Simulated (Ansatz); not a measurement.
**Lattice dynamics of LiMgBr3 (model cell, started as cubic perovskite with Mg in the octahedra)**

Wanted: vibrations and spectra of LiMgBr3 (model cell, started as cubic perovskite with Mg in the octahedra); the cell is already relaxed. After the zone centre comes a 2×2×2 q mesh on a 6×6×6 k mesh.

Calculated with Ansatz 0.2.0; DFT PBEsol, scalar-relativistic, plane waves, PAW; PAW set soft_1.

The structure was built from a prototype and need not be the compound's stable phase.

**1. Starting point**

It takes space group Pm-3m (No. 221, cubic). The conventional cell has a = 5.212 Å, b = 5.212 Å, c = 5.212 Å, α = 90.00°, β = 90.00°, γ = 90.00°. Li has 12 Br at 3.69 Å nearest. Nearest to Mg lie 6 Br at 2.61 Å. Br has 2 Mg at 2.61 Å nearest. Farther neighbours and most contacts between anions are not listed.

As a file:

```cif
data_structure
_symmetry_space_group_name_H-M 'P 1'
_symmetry_Int_Tables_number 1
_cell_length_a 5.2123
_cell_length_b 5.2123
_cell_length_c 5.2123
_cell_angle_alpha 90.000
_cell_angle_beta 90.000
_cell_angle_gamma 90.000
_cell_volume 141.61
loop_
_atom_site_label
_atom_site_type_symbol
_atom_site_fract_x
_atom_site_fract_y
_atom_site_fract_z
_atom_site_occupancy
Li1 Li 0.00000 0.00000 0.00000 1
Mg2 Mg 0.50000 0.50000 0.50000 1
Br3 Br 0.50000 0.50000 0.00000 1
Br4 Br 0.50000 0.00000 0.50000 1
Br5 Br 0.00000 0.50000 0.50000 1
```

**2. Zone-centre response**

The cell comes from relaxations at this level that are not shown. The zone centre comes first: it holds the modes that light can see, as far as symmetry allows. The response to a homogeneous field gives the Born charges and the dielectric tensor.

The input, input.yaml:

```yaml
crystal:
  lattice:
    - [5.2123358958, 0.0, 0.0]
    - [0.0, 5.2123358958, 0.0]
    - [0.0, 0.0, 5.2123358958]
  atoms:
    - { symbol: Li, position: [0.0, 0.0, 0.0] }
    - { symbol: Mg, position: [0.5, 0.5, 0.5] }
    - { symbol: Br, position: [0.5, 0.5, 0.0] }
    - { symbol: Br, position: [0.5, 0.0, 0.5] }
    - { symbol: Br, position: [0.0, 0.5, 0.5] }
kpoints:
  mp_grid: { grid: [6, 6, 6] }
hamiltonian:
  xc: pbesol
  pseudopotentials: { kind: paw, azcp: { folder: soft_1 }, xc_functional: pbe }
scf:
  occupations: { method: fixed }
output:
  eigenvalues: true
phonons:
  method: dfpt
  dielectric: true
  rigid_motions: translations
```

Run with:

```
> ansatz run input.yaml --threads 8 --pin off --max-ram 16384MiB --backend cpu --events-out ev --progress --plain --runs-dir out
```

Numbers of over 12 decimals in the logs are rounded to 6 here.

What it wrote:

```text
Engine: ansatz 0.2.0, aarch64-unknown-linux-gnu
Pseudopotentials: kind: paw
Pseudopotential: Li, paw, valence charge 3, recommended cutoff 420 eV (normal), soft_1/Li.paw.azcp
Pseudopotential: Mg, paw, valence charge 10, recommended cutoff 420 eV (normal), soft_1/Mg.paw.azcp
Pseudopotential: Br, paw, valence charge 7, recommended cutoff 420 eV (normal), soft_1/Br.paw.azcp
Functional definition: PBEsol
  exchange = pbesol_x
  correlation = pbesol_c
Crystal: 5 atoms, lattice volume = 141.611 Å³
Basis set: ecut = 420 eV, 2777 PW (Γ), exchange–correlation on 72×72×72 points (8 copies of the dense FFT grid, shifted against one another)
Bands: 22, of which v1, the nominal top of the filled ones, is band 17 counted from 1 (16 counted from 0)
Symmetry: 48 space group operations
k-points: 80 of 216 (irreducible under 2 space group operations, time reversal used)
Non-local potential: Li, projectors of the file, l = 0: 3, l = 1: 2, l = 2: 1
Non-local potential: Mg, projectors of the file, l = 0: 3, l = 1: 2, l = 2: 1
Non-local potential: Br, projectors of the file, l = 0: 2, l = 1: 2, l = 2: 2
PAW form: soft (Blöchl's): semilocal exchange-correlation on the pseudo side does not see the compensation charge
PAW frozen core: Mg, regenerated for the run's functional, and the local potential with it (the file was generated under x = pbe(κ = 0.804, μ = 0.219515), c = pbe(β = 0.066725))
PAW frozen core: Br, regenerated for the run's functional, and the local potential with it (the file was generated under x = pbe(κ = 0.804, μ = 0.219515), c = pbe(β = 0.066725))
PAW one-centre angular grid: Li, 110 points (default); XC on 64 Gauss nodes
PAW one-centre angular grid: Mg, 110 points (default); XC on 64 Gauss nodes
PAW one-centre angular grid: Br, 110 points (default); XC on 64 Gauss nodes
Initial density: superposition of atomic densities (chi_scale 0.1, normalization cell, long waves kept (reshape's long-wave potential 0.01 eV rms))
Initial wavefunctions: pseudopotential atomic-orbital guess
Functional: x = pbesol(κ = 0.804, μ = 0.123457), c = pbesol(β = 0.046)
SCF iter   1: F=—  HF=-10331.144699 eV  |F-HF|=—  |Δ(HF+E_count)|=         —  Δρ=3.53e-2  dr2=1.38e0  ethr=3.10e-3  ⟨swp⟩=4.5  Hψ=7911  notcnv=0  defer=198
preconditioner: auto → Resta (q_TF=auto, 2.151 Å⁻¹)  ε∞=3.2  [insulator: Δε(μ)=1.745 eV  Ē_g=10.313 eV  n_scr=26 (ndim 8)  ℏωp=15.3 eV  f_vac=0.000  ε∞_Penn≈3.2]
SCF iter   2: F=—  HF=-10330.762300 eV  |F-HF|=—  |Δ(HF+E_count)|=   3.82e-1  Δρ=1.62e-2  dr2=3.75e-1  ethr=3.10e-3  ⟨swp⟩=2.4  Hψ=3836  notcnv=0  defer=161
SCF iter   3: F=—  HF=-10330.696485 eV  |F-HF|=—  |Δ(HF+E_count)|=   6.58e-2  Δρ=2.43e-3  dr2=1.69e-2  ethr=1.10e-3  ⟨swp⟩=2.5  Hψ=3154  notcnv=0  defer=188
SCF iter   4: F=—  HF=-10330.700296 eV  |F-HF|=—  |Δ(HF+E_count)|=   3.81e-3  Δρ=6.17e-4  dr2=1.23e-3  ethr=4.96e-5  ⟨swp⟩=2.5  Hψ=3212  notcnv=0  defer=232
SCF iter   5: F=—  HF=-10330.700960 eV  |F-HF|=—  |Δ(HF+E_count)|=   6.64e-4  Δρ=1.42e-4  dr2=3.72e-5  ethr=3.61e-6  ⟨swp⟩=2.0  Hψ=2455  notcnv=0  defer=232
SCF iter   6: F=—  HF=-10330.700963 eV  |F-HF|=—  |Δ(HF+E_count)|=   2.28e-6  Δρ=2.88e-5  dr2=1.41e-6  ethr=1.10e-7  ⟨swp⟩=2.6  Hψ=2985  notcnv=0  defer=152
SCF iter   7: F=—  HF=-10330.700962 eV  |F-HF|=—  |Δ(HF+E_count)|=   9.39e-7  Δρ=6.12e-6  dr2=7.43e-8  ethr=4.14e-9  ⟨swp⟩=2.0  Hψ=2954  notcnv=0  defer=95
SCF iter   8: F=—  HF=-10330.700962 eV  |F-HF|=—  |Δ(HF+E_count)|=   1.23e-7  Δρ=1.14e-6  dr2=2.24e-9  ethr=2.18e-10  ⟨swp⟩=2.3  Hψ=2721  notcnv=0  defer=95
SCF iter   9: F=—  HF=-10330.700962 eV  |F-HF|=—  |Δ(HF+E_count)|=   4.10e-9  Δρ=2.39e-7  dr2=1.22e-10  ethr=6.60e-12  ⟨swp⟩=2.0  Hψ=2902  notcnv=0  defer=95
SCF iter  10: F=-10330.700962 eV  HF=-10330.700962 eV  |F-HF|=1.09e-11  |Δ(HF+E_count)|=  1.93e-10  Δρ=5.98e-8  dr2=5.21e-12  ethr=1.00e-12  ⟨swp⟩=12.2  Hψ=11114  notcnv=0
SCF 1 converged in 10 iterations: F = -10330.700962 eV  dr2 = 5.21e-12
  greatest PAW one-centre occupation: 1.000 electrons in one spin orbital (limit 2), on the Mg atom at site 1 (counted from 0), in its partial waves of l = 0
DFPT response loops at Γ: preconditioner auto → none (the input reference at scf.mixing.eps_inf says where Resta's filter doesn't serve); β = 0.50; Broyden in place of MSR1
── the response to a field inside a basis, on 6×6×6 k-points: an SCF that follows is theirs, and a resumed run solves both again ──
Bands: 18, of which v1, the nominal top of the filled ones, is band 17 counted from 1 (16 counted from 0)
k-points: 10 of 216
Initial density: handed on by an earlier stage of this run
Initial wavefunctions: pseudopotential atomic-orbital guess (no wavefunctions were taken with the density)
Eigensolver: Dense (10 Hₖ)
SCF iter   1: F=—  HF=-10330.694232 eV  |F-HF|=—  |Δ(HF+E_count)|=         —  Δρ=4.80e-5  dr2=8.47e-7  ethr=1.00e-1
preconditioner: auto → Resta (q_TF=auto, 2.151 Å⁻¹)  ε∞=3.8  [insulator: Δε(μ)=3.213 eV  Ē_g=9.063 eV  n_scr=26 (ndim 8)  ℏωp=15.3 eV  f_vac=0.098  ε∞_Penn≈3.8]
SCF iter   2: F=—  HF=-10330.694235 eV  |F-HF|=—  |Δ(HF+E_count)|=   2.45e-6  Δρ=2.60e-5  dr2=2.93e-7  ethr=2.49e-9
SCF iter   3: F=-10330.694236 eV  HF=-10330.694236 eV  |F-HF|=4.83e-9  |Δ(HF+E_count)|=   1.03e-6  Δρ=1.77e-6  dr2=5.89e-9  ethr=8.62e-10
SCF 1 converged in 3 iterations: F = -10330.694236 eV  dr2 = 5.89e-9
DFPT response loops at Γ: mixed as the last ones told, above
SCF converged after 10 iterations
Free energy (F): -10330.700962 eV
Harris-Foulkes:  -10330.700962 eV  (|F-HF|=1.09e-11)
Internal energy: -10330.700962 eV  (E = F + TS)
E sigma→0 (E₀):  -10330.700962 eV
Fermi energy:    1.967920 eV
--- Per-component energies (eV) ---
  E_band       = -537.013081
  E_kinetic    = 482.866353
  E_local      = -2981.069456  (includes V_loc(G=0)·N_el)
  E_nonlocal   = 331.303442
  E_hartree    = 1039.947881
  E_xc         = -621.077320
  E_vxc        = -374.197205  (∫ρ·V_xc dr)
  E_paw        = -7119.633098  (= ΣΔE_a)
  E_vpaw       = -75.812062  (= ΣTr[D̂ρ^β])
  E_aug_tail   = 0.000104  (compensation charges beyond the density's cutoff)
  E_ewald      = -1463.374543
  E_core_change = 0.335675  (= ΣΔE_core)
  E_smearing   = -0.000000  (= −TS)
  E_closure    = 0.000000  (closes the sum)
  Σ components = -10330.700962   (vs F -10330.700962, Δ=0.00e0)
--- Band table (eV; the first three rows and the last of 80) ---
  k-point 0: bands = [... 13 lower, 1.0803, 1.3781, 1.3781, 1.3781, 4.8368, 4.9424, 8.8370, 8.8370, ... 1 higher]
  k-point 1: bands = [... 13 lower, 0.9964, 1.0148, 1.3204, 1.3204, 5.1802, 5.3989, 8.4507, 8.8617, ... 1 higher]
  k-point 2: bands = [... 13 lower, 0.7002, 0.8906, 1.2907, 1.2907, 5.8879, 6.4824, 7.6796, 8.7094, ... 1 higher]
  k-point 79: bands = [... 13 lower, 0.7915, 1.9679, 1.9679, 1.9679, 5.5787, 7.7993, 7.7993, 7.7993, ... 1 higher]
--- Phonons (Γ-DFPT): 4 representative perturbations + reference, on 80 of 216 k-points (Σ response iterations 12) ---
  k mesh reduced under 2 symmetry operations, with k and −k counted as one. Each operation leaves every solved perturbation unchanged. A smaller set is not considered because the run solves the response to a homogeneous field
  ASR residual: 1.955e-4 → 0.000e0 eV/Å²; symmetrization residual: 9.428e-7 eV/Å²
  ASR residual per site (eV/Å²): 1.58e-5 1.96e-4 4.45e-5 4.45e-5 4.45e-5
  Γ frequencies (cm⁻¹): -175.82 -175.82 -175.82 -9.94 -9.94 -9.94 0.00 0.00 0.00 83.42 83.42 83.42 238.14 238.14 238.14
  ε∞ (high-frequency dielectric tensor):
        3.300744     0.000000     0.000000
        0.000000     3.300744     0.000000
        0.000000     0.000000     3.300744
  softest optical mode at Γ: -175.82 cm⁻¹; the repairs (sum rule, projections) moved no ω² at Γ by more than (1.66 cm⁻¹)²
  Born effective charges Z* (e; rows j = field, columns β = displacement):
    site 0:
         1.43919    0.00000    0.00000
        -0.00000    1.43919    0.00000
        -0.00000    0.00000    1.43919
    site 1:
         2.36928   -0.00000    0.00000
        -0.00000    2.36928    0.00000
         0.00000    0.00000    2.36928
    site 2:
        -0.88390    0.00000    0.00000
        -0.00000   -0.88390    0.00000
         0.00000    0.00000   -2.04067
    site 3:
        -0.88390    0.00000   -0.00000
         0.00000   -2.04067    0.00000
         0.00000    0.00000   -0.88390
    site 4:
        -2.04067   -0.00000    0.00000
        -0.00000   -0.88390    0.00000
         0.00000   -0.00000   -0.88390
  Z* charge neutrality: 1.692e-3 e pre-enforcement
  solved inside a basis spanned on kpoints, on 6×6×6 k-points, its susceptibility summed on 10×10×10: ε∞ is read to err by 8.0e-3, Z* by 1.1e-2 e (field_mesh: kpoints solves on kpoints); Z* is corrected for what the basis lacks
  optical modes at Γ without the LO–TO term, one row a degenerate level:
      ω (cm⁻¹)  modes    IR ((D/Å)²/amu)
       -175.82      3            23.0647
         -9.94      3             0.0000
         83.42      3             1.0289
        238.14      3            17.5091
  optical modes at Γ + LO–TO along q̂ = [1.0000, 0.0000, 0.0000]:
      ω (cm⁻¹)  modes    IR ((D/Å)²/amu)
       -175.82      2            15.3765
        -88.40      1             2.7633
         -9.94      3             0.0000
         83.42      2             0.6859
         96.11      1             0.6535
        238.14      2            11.6728
        307.59      1            10.4508
  optical modes at Γ + LO–TO along q̂ = [0.0000, 1.0000, 0.0000]:
      ω (cm⁻¹)  modes    IR ((D/Å)²/amu)
       -175.82      2            15.3765
        -88.40      1             2.7633
         -9.94      3             0.0000
         83.42      2             0.6859
         96.11      1             0.6535
        238.14      2            11.6728
        307.59      1            10.4508
  optical modes at Γ + LO–TO along q̂ = [0.0000, 0.0000, 1.0000]:
      ω (cm⁻¹)  modes    IR ((D/Å)²/amu)
       -175.82      2            15.3765
        -88.40      1             2.7633
         -9.94      3             0.0000
         83.42      2             0.6859
         96.11      1             0.6535
        238.14      2            11.6728
        307.59      1            10.4508
```

Elapsed: 20 s, on 8 threads of Arm Neoverse V2, shared host; peak memory 1.3 GiB.

Reading the cycles: dr2 is the Hartree energy of the density residual (eV), the measure of convergence; HF is the Harris–Foulkes estimate of the energy, which meets the free energy F at convergence.

This step gave:

- gap on the k-mesh: 2.869 eV
- volume per atom: 28.32 Å³
- sum-rule residual before enforcement: 1.96e-4 eV/Å²
- miss of the charge sum rule: 0.001692 e
- estimated error of the dielectric tensor: 0.007977
- estimated error of the Born charges: 0.01124 e
- point group: m-3m
- highest optical mode at the zone centre (no LO-TO term): 238.1 cm⁻¹
- lowest optical zone-centre mode: -175.8 cm⁻¹
- mean high-frequency dielectric constant: 3.301
- largest Born charge (third of the trace): 2.369 e
- top of the zone-centre spectrum with the field: 307.6 cm⁻¹

Without the LO-TO term. Patterns of degenerate modes are one choice out of their space. The modes at Γ (shares of kinetic energy by element, %) (negative means imaginary):

| mode | frequency (cm⁻¹) | symmetry | Li % | Mg % | Br % |
| --- | --- | --- | --- | --- | --- |
| 1 | -175.8 | T1u | 95 | 0 | 5 |
| 2 | -175.8 | T1u | 95 | 0 | 5 |
| 3 | -175.8 | T1u | 95 | 0 | 5 |
| 4 | -9.9 | T2u | 0 | 0 | 100 |
| 5 | -9.9 | T2u | 0 | 0 | 100 |
| 6 | -9.9 | T2u | 0 | 0 | 100 |
| 7 | 0.0 | acoustic | 3 | 9 | 88 |
| 8 | 0.0 | acoustic | 3 | 9 | 88 |
| 9 | 0.0 | acoustic | 3 | 9 | 88 |
| 10 | 83.4 | T1u | 2 | 28 | 70 |
| 11 | 83.4 | T1u | 2 | 28 | 70 |
| 12 | 83.4 | T1u | 2 | 28 | 70 |
| 13 | 238.1 | T1u | 0 | 63 | 37 |
| 14 | 238.1 | T1u | 0 | 63 | 37 |
| 15 | 238.1 | T1u | 0 | 63 | 37 |

Displacements in mode 1 (-175.8 cm⁻¹), the largest set to 1:
```
Li1  0.00  0.07  1.00
Mg2  0.00  0.00  0.02
Br3  0.00  0.00  0.00
Br4  0.00  0.00 -0.05
Br5  0.00  0.00 -0.05
```

Displacements in mode 10 (83.4 cm⁻¹), the largest set to 1:
```
Li1  0.00 -0.52  0.52
Mg2  0.01  1.00 -0.99
Br3  0.00 -0.44 -0.61
Br4  0.00  0.61  0.43
Br5  0.00 -0.44  0.43
```

Optical modes at the zone centre, without and with the macroscopic field of the longitudinal modes; each column is sorted by frequency, so a row need not hold one and the same mode. Modes with and without the field, by row:

| rank among optical modes | no field (cm⁻¹) | q along (1, 0, 0) (cm⁻¹) |
| --- | --- | --- |
| 1 | -175.8 | -175.8 |
| 2 | -175.8 | -175.8 |
| 3 | -175.8 | -88.4 |
| 4 | -9.9 | -9.9 |
| 5 | -9.9 | -9.9 |
| 6 | -9.9 | -9.9 |
| 7 | 83.4 | 83.4 |
| 8 | 83.4 | 83.4 |
| 9 | 83.4 | 96.1 |
| 10 | 238.1 | 238.1 |
| 11 | 238.1 | 238.1 |
| 12 | 238.1 | 307.6 |

Born charge (rows field, columns displacement) (e), principal values of the symmetric part by kind of site:

```
atom  atoms with these values    low  middle   high   mean
 Li1                        1   1.44    1.44   1.44   1.44
 Mg2                        1   2.37    2.37   2.37   2.37
 Br3                        3  -2.04   -0.88  -0.88  -1.27
```

In full for Li1:

```
1.44 0.00 0.00
0.00 1.44 0.00
0.00 0.00 1.44
```

High-frequency dielectric tensor:

```
3.30 0.00 0.00
0.00 3.30 0.00
0.00 0.00 3.30
```

Transverse modes; imaginary modes are left out. Lines of the infrared spectrum (strongest = 100):

```
position (cm⁻¹)  label  relative intensity
             83    T1u                 5.9
            238    T1u                 100
```

Before it was imposed, the acoustic sum rule was missed by 2.0e-4 eV/Å² and the charge sum rule by 0.0017 e. Small misses are needed for a sound result but don't prove that mesh and cutoff are converged. The lowest optical mode is imaginary, 175.8i cm⁻¹, so the energy falls along it.

(Continued in part 2 of 2.)

[Logs are printed without paths, hosts, clocks, repeated set-up lines and the standing remarks that a program may print on its own settings, such as how far it seeks lower states.]

[Hosts, paths, dates, database ids (printed as entryN), source tags and the programs' standing remarks are cut or masked in the printed files.]
